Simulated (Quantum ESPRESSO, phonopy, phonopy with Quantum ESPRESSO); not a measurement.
# K (Im-3m): a volume series of phonon spectra, part 6 of 6

Aim: how the vibrations of K shift with volume, and the expansion that follows.

Experimental results on record:
- heat capacity C_P per formula unit 29.4 J/mol/K near room temperature (given in “High-Throughput Prediction of Finite-Temperature Properties using the Quasi-Harmonic Approximation”, 2016, arXiv:1603.06924)

Quantum ESPRESSO 7.5; DFT PBEsol, scalar-relativistic, plane waves, PseudoDojo norm-conserving pseudopotentials.

So far. Step 18 (Lattice dynamics at this volume, V/V0 1.06): The time given is that of the one pw.x run on a displaced cell behind this step.

The database entry behind the starting cell lists a temperature near 5 K, so it need not match the best structure at ambient conditions.

## (19) Ground state at this cell, V/V0 1.085

A tight ground state at this cell gives the energy of this member; its pressure is the stress at this cutoff, which can carry an offset from the finite basis.

This step: DFT PBEsol, scalar-relativistic, plane waves, PseudoDojo norm-conserving pseudopotentials (Quantum ESPRESSO 7.5).

System of this step: K. The structure is cubic, space group Im-3m (No. 229). Conventional cell: a = 5.360 Å, b = 5.360 Å, c = 5.360 Å, α = 90.00°, β = 90.00°, γ = 90.00°. K has 8 K at 4.64 Å nearest.

scf.in

```
&CONTROL
  calculation = 'scf'
  prefix      = 'x'
  outdir      = './tmp'
  pseudo_dir  = './pseudo'
  tprnfor     = .true.
  tstress     = .true.
/
&SYSTEM
  ibrav       = 0
  nat         = 1
  ntyp        = 1
  ecutwfc     = 74.0
  occupations = 'smearing'
  smearing    = 'mv'
  degauss     = 0.02
/
&ELECTRONS
  conv_thr         = 1.0d-12
  mixing_beta      = 0.7
  electron_maxstep = 100
/
ATOMIC_SPECIES
 K      39.0983  K.upf
CELL_PARAMETERS angstrom
    -2.679775905    2.679775905    2.679775905
     2.679775905   -2.679775905    2.679775905
     2.679775905    2.679775905   -2.679775905
ATOMIC_POSITIONS crystal
 K      0.000000000   0.000000000   0.000000000
K_POINTS automatic
 10 10 10 0 0 0
```

Run with:

```console
$ OMP_NUM_THREADS=1 mpirun -n 8 pw.x -nk 8 -in scf.in > scf.out
```

What it wrote:

```text
[banner, memory and clock lines left out]
Program PWSCF v.7.5

     Message from routine setup:
     using ibrav=0 with symmetry is DISCOURAGED, use correct ibrav instead

     G-vector sticks info

     bravais-lattice index     =            0
     lattice parameter (alat)  =       8.7712  a.u.
     unit-cell volume          =     519.4599 (a.u.)^3
     number of atoms/cell      =            1
     number of atomic types    =            1
[...]
Total force =     0.000000     Total SCF correction =     0.000000

     Computing stress (Cartesian axis) and pressure

          total   stress  (Ry/bohr**3)                   (kbar)     P=       -2.61
  -0.00001771  -0.00000000  -0.00000000           -2.61       -0.00       -0.00
  -0.00000000  -0.00001771   0.00000000           -0.00       -2.61        0.00
  -0.00000000   0.00000000  -0.00001771           -0.00        0.00       -2.61

     XML data file, charge density, pseudopotentials, collected wavefunctions
[key lines of the parts left out:]
!    total energy              =     -59.99319500 Ry
the Fermi energy is     1.5831 ev
convergence has been achieved in   7 iterations
```

Elapsed: 7.3 s, on 8 MPI ranks of Arm Neoverse V1, shared host.

The run ends at a pressure of -0.26 GPa.

## (20) Forces on a displaced cell

One atom (for the harmonic constants) or a pair of atoms (for the cubic ones) is moved by a few hundredths of an ångström; the forces on all atoms give a column of force constants. The threshold is tight because the forces are small.

System of this step: K. Symmetry: R3m, No. 160, trigonal system. The conventional cell has a = 15.159 Å, b = 15.159 Å, c = 9.283 Å, α = 90.00°, β = 90.00°, γ = 120.00°. Nearest to K lie 8 K at 4.62 to 4.66 Å. Nearest to K lie 8 K at 4.63 to 4.65 Å. Nearest to K lie 8 K at 4.64 Å.

disp-00001.in

```
&CONTROL
  calculation = 'scf'
  prefix      = 'x'
  outdir      = './tmp'
  pseudo_dir  = './pseudo'
  tprnfor     = .true.
  disk_io     = 'none'
/
&SYSTEM
  ibrav       = 0
  nat         = 8
  ntyp        = 1
  ecutwfc     = 74.0
  occupations = 'smearing'
  smearing    = 'mv'
  degauss     = 0.02
/
&ELECTRONS
  conv_thr         = 1.0d-11
  mixing_beta      = 0.7
  electron_maxstep = 100
/
ATOMIC_SPECIES
 K      39.0983  K.upf
CELL_PARAMETERS angstrom
    -5.359551810    5.359551810    5.359551810
     5.359551810   -5.359551810    5.359551810
     5.359551810    5.359551810   -5.359551810
ATOMIC_POSITIONS crystal
 K      0.002154472   0.000000000   0.000000000
 K      0.500000000   0.000000000   0.000000000
 K      0.000000000   0.500000000   0.000000000
 K      0.500000000   0.500000000   0.000000000
 K      0.000000000   0.000000000   0.500000000
 K      0.500000000   0.000000000   0.500000000
 K      0.000000000   0.500000000   0.500000000
 K      0.500000000   0.500000000   0.500000000
K_POINTS automatic
 4 4 4 0 0 0
```

Run with:

```console
$ OMP_NUM_THREADS=1 mpirun -n 8 pw.x -nk 8 -in disp-00001.in > disp-00001.out
```

What it wrote:

```text
[banner, memory and clock lines left out]
Program PWSCF v.7.5

     Message from routine setup:
     using ibrav=0 with symmetry is DISCOURAGED, use correct ibrav instead

     G-vector sticks info

     bravais-lattice index     =            0
     lattice parameter (alat)  =      17.5424  a.u.
     unit-cell volume          =    4155.6792 (a.u.)^3
     number of atoms/cell      =            8
     number of atomic types    =            1
[...]
atom    2 type  1   force =    -0.00011169    0.00011169    0.00011169
     atom    3 type  1   force =    -0.00003740    0.00003740   -0.00003675
[...]
atom    7 type  1   force =    -0.00000680   -0.00000076   -0.00000076
     atom    8 type  1   force =     0.00003675    0.00003740    0.00003740

     Total force =     0.000349     Total SCF correction =     0.000001
     Message from routine punch:
     Nothing written, as per user request (disk_io='none')
[key lines of the parts left out:]
!    total energy              =    -479.94485496 Ry
the Fermi energy is     1.5959 ev
convergence has been achieved in   9 iterations
```

It took 1.9 min on 8 MPI ranks; 15 min of CPU time.

## (21) Phonons, V/V0 1.085

This step: DFT PBEsol, scalar-relativistic, plane waves, PseudoDojo norm-conserving pseudopotentials (phonopy with Quantum ESPRESSO 4.10.0 / 7.5).

It took 1.9 min on 8 threads.

Phonopy, no LO-TO term. Phonon branches along the path, in cm⁻¹:

```
    point  branch 1  branch 2  branch 3
        Γ         0         0         0
  halfway        48        48        50
        H        68        68        68
  halfway        49        59        69
        N        14        48        69
  halfway        10        34        49
        Γ         0         0         0
  halfway        28        28        57
        P        50        50        50
  halfway        40        64        64
        H        68        68        68
jump to P        50        50        50
  halfway        30        49        64
        N        14        48        69
```

The phonon branches as a text plot (rows in cm⁻¹):

```
     68 |          ************                         ***    **
     65 |        **    *       *                      ** *    *
     62 |        **    **                   ***     **       *
     59 |       *        *                        **    *   *
     56 |       *       *       *          *   *
     53 |                 *                      *         *
     51 |     **         * *                    *     **   ***
     48 |     **            ***  *       **                   ***
     45 |                      *               *           *
     42 |
     39 |    *            *     * *          **  *   *      *
     36 |                                                    *
     33 |                        *      *   *     ***
     30 |                  *
     27 |  **                     **       *
     25 |  **                                                 *
     22 |                                **
     19 |                   *      *   *                       *
     16 |                                                       *
     13 | *                  ****   **  *
     10 |                        *  **
      7 |                         *    *
      4 |                          *
      1 |*                          ***
         Γ           H       N        Γ         P        H|P    N
```

No mode is imaginary beyond numerical noise along the path.

The time given is that of the one pw.x run on a displaced cell behind this step.

## (22) How the modes move with volume

This step: DFT PBEsol, scalar-relativistic, plane waves, PseudoDojo norm-conserving pseudopotentials (phonopy 4.10.0).

This step gave:

```
share of modes with a negative Grüneisen parameter : 0
```

Mean Grüneisen, by row:

```
T (K)  heat-capacity-weighted mean  root mean square
   50                        1.228             1.251
  100                        1.234             1.257
  200                        1.236             1.258
  300                        1.236             1.259
  500                        1.237             1.259
  800                        1.237             1.259
```

Mean mode Grueneisen parameter against wavenumber:

```
wavenumber (cm⁻¹)  mean mode Grueneisen parameter
              1.3                               -
              3.9                            1.78
              6.6                            1.78
              9.2                               -
             11.8                            1.26
             14.4                            1.48
             17.1                            1.25
             19.7                            1.42
             22.3                            1.36
             24.9                             1.3
             27.6                            1.12
             30.2                            1.23
             32.8                            1.04
             35.4                            1.07
             38.1                            1.17
             40.7                            1.02
             43.3                            1.08
             45.9                            1.04
             48.6                            1.08
             51.2                            1.05
             53.8                            1.14
             56.4                            1.15
             59.0                            1.22
             61.7                            1.21
             64.3                             1.3
             66.9                             1.3
             69.5                            1.41
             72.2                            1.41
             74.8                            1.36
             77.4                            1.49
```

Volume series, by row:

```
 V/V0  V (Å³/atom)  pressure (GPa)  E - E0 (meV/atom)  gap (eV)  zero-point energy (meV/atom)  lowest on the path (cm⁻¹)  highest at Gamma without the LO-TO term (cm⁻¹)
 0.98        69.53           0.078              0.358         0                          9.82                          0                                               -
    1        70.95               0                  0         0                          9.57                          0                                               -
 1.02        72.36          -0.071              0.301         0                          9.34                          0                                               -
 1.04        73.78          -0.136              1.201         0                          9.11                          0                                               -
 1.06         75.2          -0.195              2.647         0                          8.88                          0                                               -
1.085        76.98          -0.261              5.148         0                           8.6                          0                                               -
```

Grüneisen at points, by row:

```
point  branch  frequency (cm⁻¹)  mode Grüneisen parameter
    H       1                75                       1.1
    N       1              16.7                      1.78
    N       2              50.9                      0.77
    N       3              79.2                      1.56
    P       1              56.3                      1.45
```

## (23) Free-energy fit

Energy (each curve on its own zero) against volume; values in meV/atom:

```
volume (Å³/atom)  static  F at 0 K  F at 300 K  F at 400 K
           69.53    0.36      0.96        5.27        6.89
           70.95       0      0.35        2.96        3.94
           72.36     0.3      0.42        1.36        1.71
           73.78     1.2      1.09        0.33        0.05
           75.20    2.65      2.31       -0.15       -1.07
           76.98    5.15      4.53       -0.12       -1.86
```

Phonopy-qha, vinet fit of F(V) at each temperature; no electronic free energy. Qha vinet, by row:

```
T (K)  fitted volume (Å³/atom)  alpha_V (1e-6/K)  B_T (GPa)  C_P (J/mol-atom/K)  Grueneisen
   75                    72.15             184.8       3.51               23.54       1.231
  100                     72.5             197.6       3.43               24.55       1.246
  125                    72.86             206.8       3.35               25.11       1.257
  150                    73.25             215.1       3.26               25.52       1.267
  175                    73.65             223.8       3.16               25.87       1.278
  200                    74.07             233.3       3.06                26.2        1.29
  225                    74.52             244.1       2.94               26.53       1.305
```

Volume expansion coefficient, phonopy-qha, Vinet against temperature:

```
temperature (K)  volume expansion coefficient, phonopy-qha, Vinet (1e-6/K)
           75.0                                                        185
          100.0                                                        198
          125.0                                                        207
          150.0                                                        215
          175.0                                                        224
          200.0                                                        233
          225.0                                                        244
```

## (24) What came out

```json
{"mean mode Grüneisen parameter at 300 K": "1.24"}
```

What this shows: The q-mesh is coarse, and the expansion can converge slowly with it. The table stops at 225 K because the fitted bulk modulus falls by over a fifth between 200 and 325 K, a sign that the fit runs away. The fit leaves out the electrons' free energy, which adds to C_P and to the expansion of a metal at high temperature. The heat-capacity-weighted Grüneisen parameter goes from 1.23 at 50 K to 1.24 at 800 K. Weighting γ by the density of states and each mode's heat capacity at 300 K, modes below 30 cm⁻¹ give about 17 % of the sum of γC that drives the expansion, those up to 60 cm⁻¹ 40 % and the rest 43 %. Among the labelled points γ is largest for branch 1 at N (16.7 cm⁻¹, 1.8) and smallest for branch 2 at N (50.9 cm⁻¹, 0.77). The supercell is small: only its own wavevectors are exact, and branches between them are interpolated and can be misplaced.

[Logs are printed without paths, hosts, clocks, repeated set-up lines and the standing remarks that a program may print on its own settings, such as how far it seeks lower states.]

[Hosts, paths, dates, database ids (printed as entryN), source tags and the programs' standing remarks are cut or masked in the printed files.]

[A step with changed settings may run another functional than the one named; its input shows which.]

[Of the runs on displaced cells, only some may be shown.]
